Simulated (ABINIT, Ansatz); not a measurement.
# LaBS3 (Pm-3m): zone-centre phonons, part 4 of 5

Wanted: the vibrations of LaBS3 (Pm-3m) at Γ, by two programs.

ABINIT 10.8.3; DFT PBE, scalar-relativistic, plane waves, SPMS norm-conserving pseudopotentials.

So far, highest optical zone-centre mode (no LO-TO term) (cm⁻¹): step 5 (modes with the sum rule) 199. The relaxed cell has a = 4.427 Å (conventional setting).

The structure was built from a prototype and need not be the compound's stable phase.

### Step 6. Sum rules set otherwise (asr 0)

Without the rule the raw error of the acoustic modes shows.

anaddb.abi reads:

```
ddb_filepath "gamma_DDB"
output_file "anaddb.abo"
outdata_prefix "anaddb"
asr 0
chneut 0
enunit 2
eivec 1
nph1l 1
qph1l 0.0 0.0 0.0 1.0
```

mrgddb.in reads:

```
gamma_DDB
merged
2
dfpt_gammao_DDB
gso_DDB
```

The run is started by

```console
> mrgddb < mrgddb.in > mrgddb.log
> OMP_NUM_THREADS=1 anaddb anaddb.abi > anaddb.log
```

anaddb.abo, the main output file:

```text
-outvars_anaddb: echo values of input variables ----------------------

 Miscellaneous information :
      enunit         2
       eivec         1
      chneut         0
 First list of wavevector (reduced coord.) :
       nph1l         1
       qph1l
                     0.00000000E+00  0.00000000E+00  0.00000000E+00    1.000E+00

================================================================================

 read the DDB information and perform some checks

  ==== Info on the Cryst% object ====
 Real(R)+Recip(G) space primitive vectors, cartesian coordinates (Bohr,Bohr^-1):
 R(1)=  8.3658950  0.0000000  0.0000000  G(1)=  0.1195329  0.0000000  0.0000000
 R(2)=  0.0000000  8.3658950  0.0000000  G(2)=  0.0000000  0.1195329  0.0000000
 R(3)=  0.0000000  0.0000000  8.3658950  G(3)=  0.0000000  0.0000000  0.1195329
 Unit cell volume ucvol=  5.8551392E+02 bohr^3
 Angles (23,13,12)=  9.00000000E+01  9.00000000E+01  9.00000000E+01 degrees
 Time-reversal symmetry is present
 Reduced atomic positions [iatom, xred, symbol]:
    1)    0.0000000  0.0000000  0.0000000  La
    2)    0.5000000  0.5000000  0.5000000   B
    3)    0.5000000  0.5000000  0.0000000   S
    4)    0.5000000  0.0000000  0.5000000   S
    5)    0.0000000  0.5000000  0.5000000   S

 DDB file with 3 blocks has been read.

================================================================================

 Treat the first list of vectors

  Phonon wavevector (reduced coordinates) :  0.00000  0.00000  0.00000
 Phonon energies in Hartree :
  -2.530708E-03 -2.530708E-03 -2.530708E-03 -3.064658E-05 -3.064658E-05
  -3.064658E-05  4.106502E-04  4.106502E-04  4.106502E-04  4.766728E-04
   4.766728E-04  4.766728E-04  9.063211E-04  9.063211E-04  9.063211E-04
 Phonon energies in meV     :
- -6.886408E+01 -6.886408E+01 -6.886408E+01 -8.339358E-01 -8.339358E-01
- -8.339358E-01  1.117436E+01  1.117436E+01  1.117436E+01  1.297093E+01
-  1.297093E+01  1.297093E+01  2.466225E+01  2.466225E+01  2.466225E+01
 Phonon frequencies in cm-1    :
- -5.554262E+02 -5.554262E+02 -5.554262E+02 -6.726146E+00 -6.726146E+00
- -6.726146E+00  9.012730E+01  9.012730E+01  9.012730E+01  1.046176E+02
-  1.046176E+02  1.046176E+02  1.989145E+02  1.989145E+02  1.989145E+02
 Phonon frequencies in Thz     :
- -1.665126E+01 -1.665126E+01 -1.665126E+01 -2.016448E-01 -2.016448E-01
- -2.016448E-01  2.701948E+00  2.701948E+00  2.701948E+00  3.136356E+00
-  3.136356E+00  3.136356E+00  5.963307E+00  5.963307E+00  5.963307E+00
 Phonon energies in Kelvin  :
- -7.991344E+02 -7.991344E+02 -7.991344E+02 -9.677424E+00 -9.677424E+00
- -9.677423E+00  1.296731E+02  1.296731E+02  1.296731E+02  1.505214E+02
-  1.505214E+02  1.505214E+02  2.861936E+02  2.861936E+02  2.861936E+02

 Eigendisplacements
 (will be given, for each mode : in cartesian coordinates
   for each atom the real part of the displacement vector,
   then the imaginary part of the displacement vector - absolute values smaller than 1.0d-7 are set to zero)
  Mode number    1   Energy   -2.530708E-03
 Attention : low frequency mode.
   (Could be unstable or acoustic mode)
-  1  0.00000000E+00 -1.93423801E-05  0.00000000E+00
-     0.00000000E+00  0.00000000E+00  0.00000000E+00
-  2  0.00000000E+00 -6.42968615E-03  0.00000000E+00
-     0.00000000E+00  0.00000000E+00  0.00000000E+00
-  3  0.00000000E+00  2.56132299E-04  0.00000000E+00
-     0.00000000E+00  0.00000000E+00  0.00000000E+00
-  4  0.00000000E+00  1.74270011E-03  0.00000000E+00
-     0.00000000E+00  0.00000000E+00  0.00000000E+00
-  5  0.00000000E+00  2.56132299E-04  0.00000000E+00
-     0.00000000E+00  0.00000000E+00  0.00000000E+00
  Mode number    2   Energy   -2.530708E-03
 Attention : low frequency mode.
   (Could be unstable or acoustic mode)
-  1  0.00000000E+00  0.00000000E+00  1.93423801E-05
-     0.00000000E+00  0.00000000E+00  0.00000000E+00
-  2  0.00000000E+00  0.00000000E+00  6.42968615E-03
-     0.00000000E+00  0.00000000E+00  0.00000000E+00
-  3  0.00000000E+00  0.00000000E+00 -1.74270011E-03
-     0.00000000E+00  0.00000000E+00  0.00000000E+00
-  4  0.00000000E+00  0.00000000E+00 -2.56132299E-04
-     0.00000000E+00  0.00000000E+00  0.00000000E+00
-  5  0.00000000E+00  0.00000000E+00 -2.56132299E-04
-     0.00000000E+00  0.00000000E+00  0.00000000E+00
  Mode number    3   Energy   -2.530708E-03
 Attention : low frequency mode.
   (Could be unstable or acoustic mode)
-  1  1.93423801E-05  0.00000000E+00  0.00000000E+00
-     0.00000000E+00  0.00000000E+00  0.00000000E+00
-  2  6.42968615E-03  0.00000000E+00  0.00000000E+00
-     0.00000000E+00  0.00000000E+00  0.00000000E+00
-  3 -2.56132299E-04  0.00000000E+00  0.00000000E+00
-     0.00000000E+00  0.00000000E+00  0.00000000E+00
-  4 -2.56132299E-04  0.00000000E+00  0.00000000E+00
-     0.00000000E+00  0.00000000E+00  0.00000000E+00
-  5 -1.74270011E-03  0.00000000E+00  0.00000000E+00
-     0.00000000E+00  0.00000000E+00  0.00000000E+00
  Mode number    4   Energy   -3.064658E-05
 Attention : low frequency mode.
   (Could be unstable or acoustic mode)
-  1  0.00000000E+00  0.00000000E+00 -1.49669043E-03
-     0.00000000E+00  0.00000000E+00  0.00000000E+00
-  2  0.00000000E+00  0.00000000E+00 -1.48884673E-03
-     0.00000000E+00  0.00000000E+00  0.00000000E+00
-  3  0.00000000E+00  0.00000000E+00 -1.48547550E-03
-     0.00000000E+00  0.00000000E+00  0.00000000E+00
-  4  0.00000000E+00  0.00000000E+00 -1.49166465E-03
-     0.00000000E+00  0.00000000E+00  0.00000000E+00
-  5  0.00000000E+00  0.00000000E+00 -1.49166465E-03
-     0.00000000E+00  0.00000000E+00  0.00000000E+00
  Mode number    5   Energy   -3.064658E-05
 Attention : low frequency mode.
   (Could be unstable or acoustic mode)
-  1  0.00000000E+00  1.49669043E-03  0.00000000E+00
-     0.00000000E+00  0.00000000E+00  0.00000000E+00
-  2  0.00000000E+00  1.48884673E-03  0.00000000E+00
-     0.00000000E+00  0.00000000E+00  0.00000000E+00
-  3  0.00000000E+00  1.49166465E-03  0.00000000E+00
-     0.00000000E+00  0.00000000E+00  0.00000000E+00
-  4  0.00000000E+00  1.48547550E-03  0.00000000E+00
-     0.00000000E+00  0.00000000E+00  0.00000000E+00
-  5  0.00000000E+00  1.49166465E-03  0.00000000E+00
-     0.00000000E+00  0.00000000E+00  0.00000000E+00
  Mode number    6   Energy   -3.064658E-05
 Attention : low frequency mode.
   (Could be unstable or acoustic mode)
-  1  1.49669043E-03  0.00000000E+00  0.00000000E+00
-     0.00000000E+00  0.00000000E+00  0.00000000E+00
-  2  1.48884673E-03  0.00000000E+00  0.00000000E+00
-     0.00000000E+00  0.00000000E+00  0.00000000E+00
-  3  1.49166465E-03  0.00000000E+00  0.00000000E+00
-     0.00000000E+00  0.00000000E+00  0.00000000E+00
-  4  1.49166465E-03  0.00000000E+00  0.00000000E+00
-     0.00000000E+00  0.00000000E+00  0.00000000E+00
-  5  1.48547550E-03  0.00000000E+00  0.00000000E+00
-     0.00000000E+00  0.00000000E+00  0.00000000E+00
  Mode number    7   Energy    4.106502E-04
-  1  0.00000000E+00  0.00000000E+00 -1.29557155E-03
-     0.00000000E+00  0.00000000E+00  0.00000000E+00
-  2  0.00000000E+00  0.00000000E+00  2.04841343E-03
-     0.00000000E+00  0.00000000E+00  0.00000000E+00
-  3  0.00000000E+00  0.00000000E+00  2.06109530E-03
-     0.00000000E+00  0.00000000E+00  0.00000000E+00
-  4  0.00000000E+00  0.00000000E+00  1.44464428E-03
-     0.00000000E+00  0.00000000E+00  0.00000000E+00
-  5  0.00000000E+00  0.00000000E+00  1.44464428E-03
-     0.00000000E+00  0.00000000E+00  0.00000000E+00
  Mode number    8   Energy    4.106502E-04
-  1  0.00000000E+00 -1.29557155E-03  0.00000000E+00
-     0.00000000E+00  0.00000000E+00  0.00000000E+00
-  2  0.00000000E+00  2.04841343E-03  0.00000000E+00
-     0.00000000E+00  0.00000000E+00  0.00000000E+00
-  3  0.00000000E+00  1.44464428E-03  0.00000000E+00
-     0.00000000E+00  0.00000000E+00  0.00000000E+00
-  4  0.00000000E+00  2.06109530E-03  0.00000000E+00
-     0.00000000E+00  0.00000000E+00  0.00000000E+00
-  5  0.00000000E+00  1.44464428E-03  0.00000000E+00
-     0.00000000E+00  0.00000000E+00  0.00000000E+00
  Mode number    9   Energy    4.106502E-04
-  1  1.29557155E-03  0.00000000E+00  0.00000000E+00
-     0.00000000E+00  0.00000000E+00  0.00000000E+00
-  2 -2.04841343E-03  0.00000000E+00  0.00000000E+00
-     0.00000000E+00  0.00000000E+00  0.00000000E+00
-  3 -1.44464428E-03  0.00000000E+00  0.00000000E+00
-     0.00000000E+00  0.00000000E+00  0.00000000E+00
-  4 -1.44464428E-03  0.00000000E+00  0.00000000E+00
-     0.00000000E+00  0.00000000E+00  0.00000000E+00
-  5 -2.06109530E-03  0.00000000E+00  0.00000000E+00
-     0.00000000E+00  0.00000000E+00  0.00000000E+00
  Mode number   10   Energy    4.766728E-04
-  1  0.00000000E+00  0.00000000E+00  0.00000000E+00
-     0.00000000E+00  0.00000000E+00  0.00000000E+00
-  2  0.00000000E+00  0.00000000E+00  0.00000000E+00
-     0.00000000E+00  0.00000000E+00  0.00000000E+00
-  3  0.00000000E+00  0.00000000E+00  0.00000000E+00
-     0.00000000E+00  0.00000000E+00  0.00000000E+00
-  4  0.00000000E+00  0.00000000E+00  2.92470830E-03
-     0.00000000E+00  0.00000000E+00  0.00000000E+00
-  5  0.00000000E+00  0.00000000E+00 -2.92470830E-03
-     0.00000000E+00  0.00000000E+00  0.00000000E+00
  Mode number   11   Energy    4.766728E-04
-  1  0.00000000E+00  0.00000000E+00  0.00000000E+00
-     0.00000000E+00  0.00000000E+00  0.00000000E+00
-  2  0.00000000E+00  0.00000000E+00  0.00000000E+00
-     0.00000000E+00  0.00000000E+00  0.00000000E+00
-  3  0.00000000E+00  2.92470830E-03  0.00000000E+00
-     0.00000000E+00  0.00000000E+00  0.00000000E+00
-  4  0.00000000E+00  0.00000000E+00  0.00000000E+00
-     0.00000000E+00  0.00000000E+00  0.00000000E+00
-  5  0.00000000E+00 -2.92470830E-03  0.00000000E+00
-     0.00000000E+00  0.00000000E+00  0.00000000E+00
  Mode number   12   Energy    4.766728E-04
-  1  0.00000000E+00  0.00000000E+00  0.00000000E+00
-     0.00000000E+00  0.00000000E+00  0.00000000E+00
-  2  0.00000000E+00  0.00000000E+00  0.00000000E+00
-     0.00000000E+00  0.00000000E+00  0.00000000E+00
-  3  2.92470830E-03  0.00000000E+00  0.00000000E+00
-     0.00000000E+00  0.00000000E+00  0.00000000E+00
-  4 -2.92470830E-03  0.00000000E+00  0.00000000E+00
-     0.00000000E+00  0.00000000E+00  0.00000000E+00
-  5  0.00000000E+00  0.00000000E+00  0.00000000E+00
-     0.00000000E+00  0.00000000E+00  0.00000000E+00
  Mode number   13   Energy    9.063211E-04
-  1  0.00000000E+00  0.00000000E+00 -1.74186708E-04
-     0.00000000E+00  0.00000000E+00  0.00000000E+00
-  2  0.00000000E+00  0.00000000E+00 -1.72893824E-03
-     0.00000000E+00  0.00000000E+00  0.00000000E+00
-  3  0.00000000E+00  0.00000000E+00 -2.75972503E-03
-     0.00000000E+00  0.00000000E+00  0.00000000E+00
-  4  0.00000000E+00  0.00000000E+00  2.04358860E-03
-     0.00000000E+00  0.00000000E+00  0.00000000E+00
-  5  0.00000000E+00  0.00000000E+00  2.04358860E-03
-     0.00000000E+00  0.00000000E+00  0.00000000E+00
  Mode number   14   Energy    9.063211E-04
-  1  0.00000000E+00 -1.74186708E-04  0.00000000E+00
-     0.00000000E+00  0.00000000E+00  0.00000000E+00
-  2  1.11861265E-07 -1.72893824E-03  0.00000000E+00
-     0.00000000E+00  0.00000000E+00  0.00000000E+00
-  3 -1.32218953E-07  2.04358859E-03  0.00000000E+00
-     0.00000000E+00  0.00000000E+00  0.00000000E+00
-  4 -1.32218953E-07 -2.75972503E-03  0.00000000E+00
-     0.00000000E+00  0.00000000E+00  0.00000000E+00
-  5  1.78552550E-07  2.04358859E-03  0.00000000E+00
-     0.00000000E+00  0.00000000E+00  0.00000000E+00
  Mode number   15   Energy    9.063211E-04
-  1  1.74186708E-04  0.00000000E+00  0.00000000E+00
-     0.00000000E+00  0.00000000E+00  0.00000000E+00
-  2  1.72893824E-03  1.11861505E-07  0.00000000E+00
-     0.00000000E+00  0.00000000E+00  0.00000000E+00
-  3 -2.04358859E-03 -1.32219237E-07  0.00000000E+00
-     0.00000000E+00  0.00000000E+00  0.00000000E+00
-  4 -2.04358859E-03  1.78552934E-07  0.00000000E+00
-     0.00000000E+00  0.00000000E+00  0.00000000E+00
-  5  2.75972503E-03 -1.32219237E-07  0.00000000E+00
-     0.00000000E+00  0.00000000E+00  0.00000000E+00

 Analysis of degeneracies and characters (maximum tolerance=1.00E-06 a.u.)
 For each vibration mode, or group of modes if degenerate,
 the characters are given for each symmetry operation (see the list in the log file).
 Symmetry characters of vibration mode #   1
       degenerate with vibration modes #   2 to    3
  3.0 -3.0 -1.0  1.0 -1.0  1.0 -1.0  1.0  1.0 -1.0 -1.0  1.0  1.0 -1.0 -1.0  1.0
 -0.0  0.0 -0.0  0.0  0.0 -0.0  0.0 -0.0  1.0 -1.0 -1.0  1.0 -1.0  1.0  1.0 -1.0
 -0.0  0.0  0.0 -0.0  0.0 -0.0 -0.0  0.0  1.0 -1.0  1.0 -1.0 -1.0  1.0 -1.0  1.0
 Symmetry characters of vibration mode #   4
       degenerate with vibration modes #   5 to    6
  3.0 -3.0 -1.0  1.0 -1.0  1.0 -1.0  1.0  1.0 -1.0 -1.0  1.0  1.0 -1.0 -1.0  1.0
 -0.0  0.0 -0.0  0.0  0.0 -0.0  0.0 -0.0  1.0 -1.0 -1.0  1.0 -1.0  1.0  1.0 -1.0
 -0.0  0.0  0.0 -0.0  0.0 -0.0 -0.0  0.0  1.0 -1.0  1.0 -1.0 -1.0  1.0 -1.0  1.0
 Symmetry characters of vibration mode #   7
       degenerate with vibration modes #   8 to    9
  3.0 -3.0 -1.0  1.0 -1.0  1.0 -1.0  1.0  1.0 -1.0 -1.0  1.0  1.0 -1.0 -1.0  1.0
 -0.0  0.0 -0.0  0.0  0.0 -0.0  0.0 -0.0  1.0 -1.0 -1.0  1.0 -1.0  1.0  1.0 -1.0
 -0.0  0.0  0.0 -0.0  0.0 -0.0 -0.0  0.0  1.0 -1.0  1.0 -1.0 -1.0  1.0 -1.0  1.0
 Symmetry characters of vibration mode #  10
       degenerate with vibration modes #  11 to   12
  3.0 -3.0 -1.0  1.0 -1.0  1.0 -1.0  1.0 -1.0  1.0  1.0 -1.0 -1.0  1.0  1.0 -1.0
  0.0 -0.0  0.0 -0.0 -0.0  0.0 -0.0  0.0 -1.0  1.0  1.0 -1.0  1.0 -1.0 -1.0  1.0
  0.0 -0.0 -0.0  0.0 -0.0  0.0  0.0 -0.0 -1.0  1.0 -1.0  1.0  1.0 -1.0  1.0 -1.0
 Symmetry characters of vibration mode #  13
       degenerate with vibration modes #  14 to   15
  3.0 -3.0 -1.0  1.0 -1.0  1.0 -1.0  1.0  1.0 -1.0 -1.0  1.0  1.0 -1.0 -1.0  1.0
  0.0 -0.0  0.0 -0.0 -0.0  0.0 -0.0  0.0  1.0 -1.0 -1.0  1.0 -1.0  1.0  1.0 -1.0
  0.0 -0.0 -0.0  0.0 -0.0  0.0  0.0 -0.0  1.0 -1.0  1.0 -1.0 -1.0  1.0 -1.0  1.0
-
```

It took 0.64 s on 1 thread of Intel Xeon Platinum 8488C (Sapphire Rapids), shared host.

Read from the output:

```yaml
highest_optical_zone_centre_mode_no_lo_to_term: 198.9 cm⁻¹
lowest_optical_zone_centre_mode: -555.4 cm⁻¹
```

Zone-centre frequencies as printed; negative means imaginary. Modes:

```tsv
mode	frequency (cm⁻¹)
1	-555.4
2	-555.4
3	-555.4
4	-6.73
5	-6.73
6	-6.73
7	90.13
8	90.13
9	90.13
10	104.6
11	104.6
12	104.6
13	198.9
14	198.9
15	198.9
```

[end of part 4 of 5]

[Host names and launcher messages were left out of these logs when they were recorded.]

[Logs are printed without paths, hosts, clocks, repeated set-up lines and the standing remarks that a program may print on its own settings, such as how far it seeks lower states.]

[Hosts, paths, dates, database ids (printed as entryN), source tags and the programs' standing remarks are cut or masked in the printed files.]
